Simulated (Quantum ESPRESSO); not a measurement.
# MnO (Manganosite): parallel and opposed starts

Wanted: the moments of MnO (Manganosite) and the energy of each order that was tried.

Program: Quantum ESPRESSO 7.5. Level of theory: PBEsol with U = 4 eV on Mn d (ortho-atomic projectors); plane waves with GBRV 1.5 PBEsol potentials, no spin-orbit coupling. Results are calculated unless marked as measured.

## Step 1: The structure

It takes space group Fm-3m (No. 225, cubic). Conventional cell: a = 4.446 Å, b = 4.446 Å, c = 4.446 Å, α = 90.00°, β = 90.00°, γ = 90.00°. Mn has 6 O at 2.22 Å nearest. Nearest to O lie 6 Mn at 2.22 Å. Farther neighbours and most contacts between anions are not listed.

As a file:

```cif
data_structure
_symmetry_space_group_name_H-M 'P 1'
_symmetry_Int_Tables_number 1
_cell_length_a 3.1438
_cell_length_b 3.1438
_cell_length_c 3.1438
_cell_angle_alpha 60.000
_cell_angle_beta 60.000
_cell_angle_gamma 60.000
_cell_volume 21.97
loop_
_atom_site_label
_atom_site_type_symbol
_atom_site_fract_x
_atom_site_fract_y
_atom_site_fract_z
_atom_site_occupancy
Mn1 Mn 0.00000 0.00000 0.00000 1
O2 O 0.50000 0.50000 0.50000 1
```

The cell comes from the Crystallography Open Database.

## Step 2: Start 1: ferro +

The signs are those of the starting moments on the seeded atoms, the atoms that are given a moment.

File pw.in:

```
&CONTROL
  calculation = 'scf'
  prefix = 'pwscf'
  outdir = './tmp'
  pseudo_dir = './pseudo'
  disk_io = 'nowf'
/
&SYSTEM
  ibrav = 0
  celldm(1) = 8
  nat = 2
  ntyp = 2
  ecutwfc = 40
  ecutrho = 280
  nbnd = 19
  occupations = 'smearing'
  smearing = 'fd'
  degauss = 0.00367493
  nspin = 2
  starting_magnetization(1) = 0.3
  starting_magnetization(2) = 0
/
&ELECTRONS
  conv_thr = 4d-09
  electron_maxstep = 150
  mixing_beta = 0.3
/
ATOMIC_SPECIES
Mn     54.9380 mn_pbesol_v1.5.uspp.F.UPF
O      15.9990 o_pbesol_v1.2.uspp.F.UPF
CELL_PARAMETERS alat
   0.0000000000000    0.5251076468804    0.5251076468804
   0.5251076468804    0.0000000000000    0.5251076468804
   0.5251076468804    0.5251076468804    0.0000000000000
ATOMIC_POSITIONS crystal
Mn      0.0000000000    0.0000000000    0.0000000000
O       0.5000000000    0.5000000000    0.5000000000
K_POINTS automatic
8 8 8 0 0 0
HUBBARD {ortho-atomic}
U Mn-3d 4.0000
```

Run with:

```console
OMP_NUM_THREADS=1 mpirun -n 4 pw.x -nk 4 -in pw.in > pw.out
```

The log of the run:

```text
Program PWSCF v.7.5 starts

     Message from routine setup:
     using ibrav=0 with symmetry is DISCOURAGED, use correct ibrav instead

     K-points division:     npool     =       4
     Subspace diagonalization in iterative solution of the eigenvalue problem:

     G-vector sticks info
     --------------------
     sticks:   dense  smooth     PW     G-vecs:    dense   smooth      PW
     Sum         673     379    121                11791     5029     941

     Using Slab Decomposition

     bravais-lattice index     =            0
     lattice parameter (alat)  =       8.0000  a.u.
     unit-cell volume          =     148.2672 (a.u.)^3
     number of atoms/cell      =            2
     number of atomic types    =            2
     number of electrons       =        21.00
     number of Kohn-Sham states=           19
     kinetic-energy cutoff     =      40.0000  Ry
     charge density cutoff     =     280.0000  Ry
     scf convergence threshold =      4.0E-09
     mixing beta               =       0.3000
     number of iterations used =            8  plain     mixing
     Exchange-correlation= SLA  PW   PSX  PSC
                           (   1   4  10   8   0   0   0)
     Hubbard projectors: ortho-atomic
     Hubbard parameters of DFT+U (Dudarev formulation) in eV:
     U(Mn-3d) =  4.0000

     Internal variables: lda_plus_u =T, lda_plus_u_kind = 0

     Internal variables: orbital_resolved =F, hub_pot_fix =F, apply_U = F

     celldm(1)=   8.000000  celldm(2)=   0.000000  celldm(3)=   0.000000
     celldm(4)=   0.000000  celldm(5)=   0.000000  celldm(6)=   0.000000

     crystal axes: (cart. coord. in units of alat)
               a(1) = (   0.000000   0.525108   0.525108 )
               a(2) = (   0.525108   0.000000   0.525108 )
               a(3) = (   0.525108   0.525108   0.000000 )

     reciprocal axes: (cart. coord. in units 2 pi/alat)
               b(1) = ( -0.952186  0.952186  0.952186 )
               b(2) = (  0.952186 -0.952186  0.952186 )
               b(3) = (  0.952186  0.952186 -0.952186 )

     PseudoPot. # 1 for Mn read from file:
     mn_pbesol_v1.5.uspp.F.UPF
     Pseudo is Ultrasoft + core correction, Zval = 15.0
     Generated by new atomic code, or converted to UPF format
     Using radial grid of  859 points,  6 beta functions with:
                l(1) =   0
                l(2) =   0
                l(3) =   1
                l(4) =   1
                l(5) =   2
                l(6) =   2
     Q(r) pseudized with  8 coefficients,  rinner =    0.950   0.950   0.950
                                                       0.950   0.950

     PseudoPot. # 2 for O  read from file:
     o_pbesol_v1.2.uspp.F.UPF
     Pseudo is Ultrasoft + core correction, Zval =  6.0
     Generated by new atomic code, or converted to UPF format
     Using radial grid of  737 points,  5 beta functions with:
                l(1) =   0
                l(2) =   0
                l(3) =   1
                l(4) =   1
                l(5) =   2
     Q(r) pseudized with  8 coefficients,  rinner =    0.900   0.900   0.900
                                                       0.900   0.900

     atomic species   valence    mass     pseudopotential
     Mn               15.00    54.93800     Mn( 1.00)
     O                 6.00    15.99900     O ( 1.00)

     Starting magnetic structure
     atomic species   magnetization
     Mn              0.300
     O               0.000

     48 Sym. Ops., with inversion, found

   Cartesian axes

     site n.     atom                  positions (alat units)
         1        Mn     tau(   1) = (   0.0000000   0.0000000   0.0000000  )
         2        O      tau(   2) = (   0.5251076   0.5251076   0.5251076  )

     number of k points=    29  Fermi-Dirac smearing, width (Ry)=  0.0037
                       cart. coord. in units 2pi/alat
        k(    1) = (   0.0000000   0.0000000   0.0000000), wk =   0.0019531
        k(    2) = (   0.1190232   0.1190232  -0.1190232), wk =   0.0156250
        k(    3) = (   0.2380464   0.2380464  -0.2380464), wk =   0.0156250
        k(    4) = (   0.3570696   0.3570696  -0.3570696), wk =   0.0156250
        k(    5) = (  -0.4760929  -0.4760929   0.4760929), wk =   0.0078125
        [... 24 further k-points ...]

     Dense  grid:    11791 G-vectors     FFT dimensions: (  32,  32,  32)

     Smooth grid:     5029 G-vectors     FFT dimensions: (  24,  24,  24)

     Check: negative core charge=   -0.000053
     Generating pointlists ...
     new r_m :   0.2166 (alat units)  1.7329 (a.u.) for type    1
     new r_m :   0.2166 (alat units)  1.7329 (a.u.) for type    2

     Initial potential from superposition of free atoms

     starting charge      20.4999, renormalised to      21.0000

     STARTING HUBBARD OCCUPATIONS:

     =================== HUBBARD OCCUPATIONS ===================
     ------------------------ ATOM    1 ------------------------
     Tr[ns(  1)] (up, down, total) =   5.00000  0.00000  5.00000
     Atomic magnetic moment for atom   1 =   5.00000
     [... lines left out ...]
     Number of occupied Hubbard levels =    5.0000

     Atomic wfc used for Hubbard projectors are orthogonalized

     Starting wfcs are   17 randomized atomic wfcs +    2 random wfcs

     Self-consistent Calculation

     iteration #  1     ecut=    40.00 Ry     beta= 0.30
     Davidson diagonalization with overlap
     ethr =  1.00E-02,  avg # of iterations =  4.8

     =================== HUBBARD OCCUPATIONS ===================
     ------------------------ ATOM    1 ------------------------
     Tr[ns(  1)] (up, down, total) =   4.87159  0.13411  5.00570
     Atomic magnetic moment for atom   1 =   4.73748
     [... lines left out ...]
     Number of occupied Hubbard levels =    5.0057

     total energy              =    -243.16810524 Ry
     estimated scf accuracy    <       0.55942033 Ry

     total magnetization       =     5.00 Bohr mag/cell
     absolute magnetization    =     5.00 Bohr mag/cell

     iteration #  2     ecut=    40.00 Ry     beta= 0.30
     Davidson diagonalization with overlap
     ethr =  2.66E-03,  avg # of iterations =  1.6

     total energy              =    -243.27537950 Ry
     estimated scf accuracy    <       0.02924979 Ry

     total magnetization       =     5.00 Bohr mag/cell
     absolute magnetization    =     5.00 Bohr mag/cell

     iteration #  3     ecut=    40.00 Ry     beta= 0.30
     Davidson diagonalization with overlap
     ethr =  1.39E-04,  avg # of iterations =  2.2

     negative rho (up, down):  0.000E+00 2.505E-04

     total energy              =    -243.28104362 Ry
     estimated scf accuracy    <       0.01219383 Ry

     total magnetization       =     5.00 Bohr mag/cell
     absolute magnetization    =     5.00 Bohr mag/cell

     [... further iterations left out ...]

     iteration #  8     ecut=    40.00 Ry     beta= 0.30
     Davidson diagonalization with overlap
     ethr =  3.85E-09,  avg # of iterations =  1.6

     negative rho (up, down):  0.000E+00 5.563E-04

     total energy              =    -243.28257776 Ry
     estimated scf accuracy    <       0.00000035 Ry

     total magnetization       =     5.00 Bohr mag/cell
     absolute magnetization    =     5.00 Bohr mag/cell

     iteration #  9     ecut=    40.00 Ry     beta= 0.30
     Davidson diagonalization with overlap
     ethr =  1.67E-09,  avg # of iterations =  2.0

     negative rho (up, down):  0.000E+00 5.563E-04

     total energy              =    -243.28257804 Ry
     estimated scf accuracy    <       0.00000001 Ry

     total magnetization       =     5.00 Bohr mag/cell
     absolute magnetization    =     5.00 Bohr mag/cell

     iteration # 10     ecut=    40.00 Ry     beta= 0.30
     Davidson diagonalization with overlap
     ethr =  5.09E-11,  avg # of iterations =  2.0

     negative rho (up, down):  0.000E+00 5.562E-04

     total energy              =    -243.28257806 Ry
     estimated scf accuracy    <       0.00000002 Ry

     total magnetization       =     5.00 Bohr mag/cell
     absolute magnetization    =     5.00 Bohr mag/cell

     iteration # 11     ecut=    40.00 Ry     beta= 0.30
     Davidson diagonalization with overlap
     ethr =  5.09E-11,  avg # of iterations =  2.0

     negative rho (up, down):  0.000E+00 5.560E-04

     Magnetic moment per site  (integrated on atomic sphere of radius R)
     atom   1 (R=0.217)  charge= 12.5758  magn=  4.2808
     atom   2 (R=0.217)  charge=  5.9602  magn=  0.1783

     End of self-consistent calculation

     =================== HUBBARD OCCUPATIONS ===================
     ------------------------ ATOM    1 ------------------------
     Tr[ns(  1)] (up, down, total) =   4.96945  0.25088  5.22034
     Atomic magnetic moment for atom   1 =   4.71857
     [... lines left out ...]
     Number of occupied Hubbard levels =    5.2203

     [... lines left out ...]
     the Fermi energy is    12.7405 ev

!    total energy              =    -243.28257808 Ry
     estimated scf accuracy    <          4.6E-11 Ry
     smearing contrib. (-TS)   =      -0.00003237 Ry
     internal energy E=F+TS    =    -243.28254572 Ry

     The total energy is F=E-TS. E is the sum of the following terms:
     one-electron contribution =    -109.40878123 Ry
     hartree contribution      =      65.66095782 Ry
     xc contribution           =     -33.79790796 Ry
     ewald contribution        =    -165.77564249 Ry
     Hubbard energy            =       0.03882815 Ry

     total magnetization       =     5.00 Bohr mag/cell
     absolute magnetization    =     5.00 Bohr mag/cell

     convergence has been achieved in  11 iterations

=------------------------------------------------------------------------------=
   JOB DONE.
=------------------------------------------------------------------------------=
```

Run time: 4.8 s. Hardware: 4 MPI ranks of Arm Neoverse V1, shared host; peak memory 0.26 GiB; 19 s of CPU time.

Spin moment in the atom's sphere by atom:

| atom | spin moment in the atom's sphere (μB) |
| --- | --- |
| Mn1 | 4.28 |
| O2 | 0.18 |

Numbers from this step:

| Item | Value |
| --- | --- |
| smearing term TS | 4.40e-4 eV |
| magnetization | 5 μB |
| absolute magnetization | 5 μB |
| final state | ferromagnetic |

(Part 1 of 2 ends here.)

[Logs and program files are shortened in this print: banners, set-up blocks, solver, clock and traceback lines can be left out without a mark of their own.]

[Logs are printed without paths, hosts, clocks, repeated set-up lines and the standing remarks that a program may print on its own settings, such as how far it seeks lower states.]

[Hosts, paths, dates, database ids (printed as entryN), source tags and the programs' standing remarks are cut or masked in the printed files.]

[Where a cell is said to come from a database of computed structures, the database is the Materials Project.]
